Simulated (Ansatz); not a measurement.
# Te2As (hypothetical, Fm-3m): phonons against volume, part 2 of 4

Wanted: mode Grüneisen parameters of Te2As (hypothetical) and a free-energy fit over volumes. The crystal structure is hypothetical: it was made by swapping elements on a known structure type.

Ansatz 0.2.0; DFT PBE, scalar-relativistic, plane waves, PAW.

So far. Step 2 (Probe on a coarse mesh): The start is under 25 GPa at this level and looks like a metal on this mesh.

### 4. Finding the static equilibrium

Phonons are second derivatives about a minimum, so cell and atoms are relaxed first, inside the symmetry of the start.

input.yaml

```yaml
crystal:
  lattice:
    - [0.0, 3.544786597, 3.544786597]
    - [3.544786597, 0.0, 3.544786597]
    - [3.544786597, 3.544786597, 0.0]
  atoms:
    - { symbol: As, position: [0.0, 0.0, 0.0] }
    - { symbol: Te, position: [0.75, 0.75, 0.75] }
    - { symbol: Te, position: [0.25, 0.25, 0.25] }
kpoints:
  mp_grid: { grid: [10, 10, 10] }
hamiltonian:
  xc: pbe
scf:
  occupations: { method: gaussian, width: 0.1 }
output:
  forces: true
  stress: true
  eigenvalues: true
  write_density: true
  write_potential: true
  elf: true
  volumetric_format: npy
relax:
  adjacent_minimum: "off"
  f_tol: 0.005
  max_steps: 80
  cell: { stress_tol: 0.05 }
```

The run is started by

```
> ansatz run input.yaml --threads 4 --pin off --max-ram 8192MiB --backend cpu --events-out ev --progress --plain --runs-dir out
```

Numbers of over 12 decimals in the logs are rounded to 6 here.

The program printed:

```text
[...]
Crystal: 3 atoms, lattice volume = 89.084 Å³
Basis set: ecut = 420 eV, 1807 PW (Γ), exchange–correlation on 72×72×72 points (8 copies of the dense FFT grid, shifted against one another)
Bands: 29, of which v1, the nominal top of the filled ones, is band 24 counted from 1 (23 counted from 0)
Symmetry: 48 space group operations
[...]
k-points: 47 of 1000
[...]
SCF iter   1: F=—  HF=-18815.016160 eV  |F-HF|=—  |Δ(HF+E_count)|=         —  Δρ=4.41e-3  dr2=4.76e-2  ethr=1.77e-3  ⟨swp⟩=6.8  Hψ=5979  notcnv=0
[...]
SCF iter   6: F=-18815.005228 eV  HF=-18815.005228 eV  |F-HF|=4.02e-8  |Δ(HF+E_count)|=   3.70e-8  Δρ=7.37e-6  dr2=3.37e-8  ethr=2.13e-10  ⟨swp⟩=13.5  Hψ=11577  notcnv=0
SCF 1 converged in 6 iterations: F = -18815.005228 eV  dr2 = 3.37e-8
[...]
relax step   1: F+E_penalty+E_count = -18815.00522783 eV  Δ(F+E_penalty+E_count) = +0.000e0 eV  max|allowed force component| = 1.927e-18 eV/Å  Δτ_max = 0.0000 Å  P = +0.284 GPa  Ω = 89.084 Å³  (6 SCF iters, dr2 threshold 1.00e-7 eV, accepted)
Crystal: 3 atoms, lattice volume = 89.779 Å³
[...]
SCF iter   4: F=-18815.005517 eV  HF=-18815.005517 eV  |F-HF|=7.65e-8  |Δ(HF+E_count)|=   5.76e-7  Δρ=5.60e-6  dr2=6.07e-8  ethr=4.28e-10  ⟨swp⟩=9.9  Hψ=10152  notcnv=0
SCF 2 converged in 4 iterations: F = -18815.005517 eV  dr2 = 6.07e-8
  Residual-converged pass: ⟨swp⟩=1.1  Hψ=1554  notcnv=0  max |occ|·‖R‖ = 7.1e-9 eV (tolerance 1.0e-8 eV)  dr2=6.07e-8  dr2_onsite=5.18e-8  max |Δocc| = 1.7e-11
relax step   2: F+E_penalty+E_count = -18815.00551717 eV  Δ(F+E_penalty+E_count) = -2.893e-4 eV  max|allowed force component| = 5.011e-17 eV/Å  Δτ_max = 0.0000 Å  P = -0.101 GPa  Ω = 89.779 Å³  energy of the carried Pulay correction = -1.009e-4 eV  (4 SCF iters, dr2 threshold 2.01e-7 eV, accepted)
Crystal: 3 atoms, lattice volume = 89.596 Å³
[...]
SCF iter   3: F=-18815.005602 eV  HF=-18815.005602 eV  |F-HF|=1.71e-8  |Δ(HF+E_count)|=   4.51e-9  Δρ=2.30e-6  dr2=1.03e-8  ethr=5.40e-11  ⟨swp⟩=9.9  Hψ=8660  notcnv=0
SCF 3 converged in 3 iterations: F = -18815.005602 eV  dr2 = 1.03e-8
relax step   3: F+E_penalty+E_count = -18815.00560226 eV  Δ(F+E_penalty+E_count) = -8.509e-5 eV  max|allowed force component| = 3.971e-17 eV/Å  Δτ_max = 0.0000 Å  P = -0.001 GPa  Ω = 89.596 Å³  energy of the carried Pulay correction = -7.440e-5 eV  (3 SCF iters, dr2 threshold 2.54e-8 eV, accepted)
[...]
SCF iter   4: F=-18815.005678 eV  HF=-18815.005678 eV  |F-HF|=2.55e-11  |Δ(HF+E_count)|=  6.66e-10  Δρ=1.48e-7  dr2=1.57e-11  ethr=1.00e-12  ⟨swp⟩=6.1  Hψ=7146  notcnv=0
SCF 4 converged in 4 iterations: F = -18815.005678 eV  dr2 = 1.57e-11
relax step   4: F+E_penalty+E_count = -18815.00567795 eV  Δ(F+E_penalty+E_count) = -7.570e-5 eV  max|allowed force component| = 3.508e-17 eV/Å  Δτ_max = 0.0000 Å  P = -0.001 GPa  Ω = 89.596 Å³  stress off target by 1.29e-3 GPa  SCF on the basis re-selected at this cell (its energy is not comparable with the rows above)  (4 SCF iters)
[...]
SCF converged after 4 iterations
Free energy (F): -18815.005678 eV
[...]
Internal energy: -18814.993608 eV  (E = F + TS)
E sigma→0 (E₀):  -18814.999643 eV
Entropy (-TS):   -0.012070 eV (-4.023 meV/atom)
Fermi energy:    9.298667 eV
[...]
--- Stress (GPa, compression-positive) ---
       -0.001295      -0.000000      -0.000000
       -0.000000      -0.001295      -0.000000
       -0.000000      -0.000000      -0.001295
  P = ⅓ Tr σ = -0.0013 GPa (-0.013 kbar)
--- Band table (eV; the first three rows and the last of 47) ---
  k-point 0: bands = [... 20 lower, 6.0630, 6.3953, 6.3953, 6.3953, 10.2810, 10.2810, 10.2810, 13.6432, ... 1 higher]
  k-point 1: bands = [... 20 lower, 5.8324, 6.6269, 6.6269, 7.2083, 10.1820, 10.2160, 10.2160, 13.9838, ... 1 higher]
  k-point 2: bands = [... 20 lower, 5.5484, 6.8741, 6.8741, 8.2240, 10.1175, 10.1943, 10.1943, 14.8290, ... 1 higher]
  k-point 46: bands = [... 20 lower, 6.6015, 6.7113, 9.9570, 10.0202, 10.3566, 10.9403, 11.1524, 15.0469, ... 1 higher]
--- Relaxed structure (3 steps of the walk, 3 accepted, 1 SCFs on fresh bases) ---
[...]
cell:  # Å, volume = 89.5957 Å³
    - [0, 3.551559, 3.551559]
    - [3.551559, 0, 3.551559]
    - [3.551559, 3.551559, 0]
  atoms:
    - { symbol: As, position: [0, 0, 0] }
    - { symbol: Te, position: [0.75, 0.75, 0.75] }
    - { symbol: Te, position: [0.25, 0.25, 0.25] }
```

Run time: 4.3 s. Hardware: 4 threads of AMD EPYC 9R14 (Zen 4), shared host; peak memory 0.56 GiB.

Relaxation path:

| step | energy less that of the first step (eV) | largest force component (eV/Å) | pressure (GPa) | volume (Å³) |
| --- | --- | --- | --- | --- |
| 1 | 0.0000 | 0.0000 | 0.28 | 89.08 |
| 2 | -0.0003 | 0.0000 | -0.10 | 89.78 |
| 3 | -0.0004 | 0.0000 | 0.00 | 89.60 |
| 4* | -0.0004 | 0.0000 | 0.00 | 89.60 |

Relaxation steps marked * repeat the geometry before them on a plane-wave basis chosen anew for their cell, so energy and pressure can jump there.

The run keeps the 48 symmetry operations that it works with, so distortions that break them were not tested.

| conventional cell, symmetrised | before | after | change |
| --- | --- | --- | --- |
| a (Å) | 7.090 | 7.103 | +0.2 % |
| b (Å) | 7.090 | 7.103 | +0.2 % |
| c (Å) | 7.090 | 7.103 | +0.2 % |
| volume (Å³/atom) | 29.69 | 29.87 | +0.6 % |

The relaxed structure:

```
As Te
1.0
     0.00000    3.55156    3.55156
     3.55156    0.00000    3.55156
     3.55156    3.55156    0.00000
As Te
1 2
Direct
  0.00000 0.00000 0.00000
  0.75000 0.75000 0.75000
  0.25000 0.25000 0.25000
```

Numbers from this step:

| Item | Value |
| --- | --- |
| pressure | -0.001295 GPa |
| volume per atom | 29.87 Å³ |

Electrostatic potential energy in the ac plane of a cell with a along [110], b along [-110] and c along [001] of the cube at fractional y = 0.500, with atoms of As and Te within 0.2 Å of it. With pseudopotentials it is smooth inside the atoms' cores, unlike the true potential.

Ten even steps from '_' (-8 eV) to '@' (44 eV), each cell a mean:
```
--------============----------------============--------
..::------========------::....::------========------::..
____..------======----::________..------======----::____
%%--__::----====------__..##%%--__::----====------__..##
@@##__..------------::__--@@@@##__..------------::__--@@
%%==__::--------------__..##%%==__::--------------__..##
____..::--::....::----::________..::--::....::----::____
..::----::________..----::....::----::________..----::..
--------..__==++..__::--------------..__==++..__::------
--------..__**%%--__::--------------..__**%%--__::------
::------..__::--____::----::::------..__::--____::----::
____::--::..______::--::..______::--::..______::--::..__
==..__::----::::------..__--==..__::----::::------..__--
@@**__..------------::__::@@@@**__..------------::__::@@
@@**__..------------::__::@@@@**__..------------::__::@@
==..__::----======----..__--==..__::----======----..__--
____::----========----::..______::----========----::..__
::--------==========------::::--------==========------::
--------==============--------------==============------
```
Columns run along a (10.0 Å; values clipped at the 3rd and 97th percentile), rows up along c (7.1 Å), edges of the conventional cell, whose origin can differ from the input's. Atoms in or near the plane, at fractional coordinates: As at (0.25, 0.50), As at (0.75, 0.50), Te at (0.00, 0.25), Te at (0.50, 0.25), Te at (0.00, 0.75), Te at (0.50, 0.75).

Valence density in the ac plane of a cell with a along [110], b along [-110] and c along [001] of the cube at fractional y = 0.500, with atoms of As and Te within 0.2 Å of it. It is the smooth field of the valence electrons, not physical close to the nuclei.

Ten steps, logarithmic in the rise over the least value, from '0' (0 e/Å³) to '9' (26 e/Å³), each cell a mean:
```
1000000000000010000000000000
2110000000001121100000000011
4321000000012443210000000124
7631000000124776310000001247
8731000000125887310000001258
7631100000124776311000001247
4321111111112443211111111124
2111124532111221111245321112
1101248963110111012489631101
0001259973100000012599731000
1111136752111111111367521111
2211122321112222111223211122
6421111111123564211111111235
8731100000125887311000001258
8731000000125887310000001258
6421000000013664210000000136
3210000000012232100000000122
1100000000001111000000000011
0000000000000000000000000000
```
Columns run along a (10.0 Å), rows up along c (7.1 Å), edges of the conventional cell, whose origin can differ from the input's. Atoms in or near the plane, at fractional coordinates: As at (0.25, 0.50), As at (0.75, 0.50), Te at (0.00, 0.25), Te at (0.50, 0.25), Te at (0.00, 0.75), Te at (0.50, 0.75).

ELF in the ac plane of a cell with a along [110], b along [-110] and c along [001] of the cube at fractional y = 0.500, with atoms of As and Te within 0.2 Å of it. It is the smooth field of the valence electrons, not physical close to the nuclei.

Ten even steps from '_' (0.01) to '@' (0.62), each cell a mean:
```
++++==::..__________..--==++++++==::..__________..--==++
%%%%%%**--________..==##%%%%%%%%%%**--________..==##%%%%
**##@@%%++..______--##@@%%****##@@%%++..______--##@@%%**
..==##@@**::____..==%%%%**::..==##@@**::____..==%%%%**::
..::##@@**::......==%%%%==__..::##@@**::......==%%%%==__
..--##@@**========++%%%%++::..--##@@**========++%%%%++::
**##@@%%**##%%@@%%####@@%%****##@@%%**##%%@@%%####@@%%**
%%%%%%**%%@@@@@@@@@@####%%%%%%%%%%**%%@@@@@@@@@@####%%%%
**++==**@@@@**++##@@##++++++**++==**@@@@**++##@@##++++++
------**@@%%++++**@@##==----------**@@%%++++**@@##==----
####****%%@@####@@@@##++########****%%@@####@@@@##++####
%%%%%%####@@@@@@@@%%##%%@@%%%%%%%%####@@@@@@@@%%##%%@@%%
--++%%%%****####**++##@@##==--++%%%%****####**++##@@##==
..::##%%**--::::::==%%%%++__..::##%%**--::::::==%%%%++__
__::##@@**::____..==%%%%==..__::##@@**::____..==%%%%==..
--**%%@@**..______--%%@@##==--**%%@@**..______--%%@@##==
##%%@@%%==..______::**@@%%%%##%%@@%%==..______::**@@%%%%
%%##**==..________..--++####%%##**==..________..--++####
==--::..____________..::----==--::..____________..::----
```
Columns run along a (10.0 Å), rows up along c (7.1 Å), edges of the conventional cell, whose origin can differ from the input's. Atoms in or near the plane, at fractional coordinates: As at (0.25, 0.50), As at (0.75, 0.50), Te at (0.00, 0.25), Te at (0.50, 0.25), Te at (0.00, 0.75), Te at (0.50, 0.75).

### 5. Tight relaxation

The thresholds are tightened for a last relaxation ahead of the phonons, and where mesh or smearing change with them the cell follows.

input.yaml

```yaml
crystal:
  lattice:
    - [0.0, 3.5515593932, 3.5515593932]
    - [3.5515593932, 0.0, 3.5515593932]
    - [3.5515593932, 3.5515593932, 0.0]
  atoms:
    - { symbol: As, position: [0.0, 0.0, 0.0] }
    - { symbol: Te, position: [0.75, 0.75, 0.75] }
    - { symbol: Te, position: [0.25, 0.25, 0.25] }
kpoints:
  mp_grid: { grid: [10, 10, 10] }
hamiltonian:
  xc: pbe
scf:
  occupations: { method: methfessel_paxton, width: 0.15 }
output:
  forces: true
  stress: true
  eigenvalues: true
relax:
  adjacent_minimum: "off"
  f_tol: 0.001
  max_steps: 60
  cell: { stress_tol: 0.01 }
```

The program printed:

```text
[...]
Crystal: 3 atoms, lattice volume = 89.596 Å³
Basis set: ecut = 420 eV, 1807 PW (Γ), exchange–correlation on 72×72×72 points (8 copies of the dense FFT grid, shifted against one another)
Bands: 29, of which v1, the nominal top of the filled ones, is band 24 counted from 1 (23 counted from 0)
Symmetry: 48 space group operations
[...]
k-points: 47 of 1000
[...]
--- Relaxed structure (1 steps of the walk, 1 accepted, 1 SCFs on fresh bases) ---
[...]
cell:  # Å, volume = 89.5957 Å³
    - [0.0, 3.5515593932, 3.5515593932]
    - [3.5515593932, 0.0, 3.5515593932]
    - [3.5515593932, 3.5515593932, 0.0]
  atoms:
    - { symbol: As, position: [0.0, 0.0, 0.0] }
    - { symbol: Te, position: [0.75, 0.75, 0.75] }
    - { symbol: Te, position: [0.250000, 0.250000, 0.250000] }
[key lines of the parts left out:]
SCF converged after 6 iterations
Free energy (F): -18815.000499 eV
Fermi energy:    9.302558 eV
P = ⅓ Tr σ = -0.0019 GPa (-0.019 kbar)
```

Run time: 2.3 s. Hardware: 4 threads; peak memory 0.53 GiB.

Little changed from the start: no atom moved by 0.005 Å and no cell edge by 0.1 %.

Numbers from this step:

| Property | Result |
| --- | --- |
| pressure | -0.001867 GPa |

The residual pressure is -0.0019 GPa, small enough for phonons.

(Part 2 of 4 ends here.)

[Logs are printed without paths, hosts, clocks, repeated set-up lines and the standing remarks that a program may print on its own settings, such as how far it seeks lower states.]

[Hosts, paths, dates, database ids (printed as entryN), source tags and the programs' standing remarks are cut or masked in the printed files.]

[A step with changed settings may run another functional than the one named; its input shows which.]


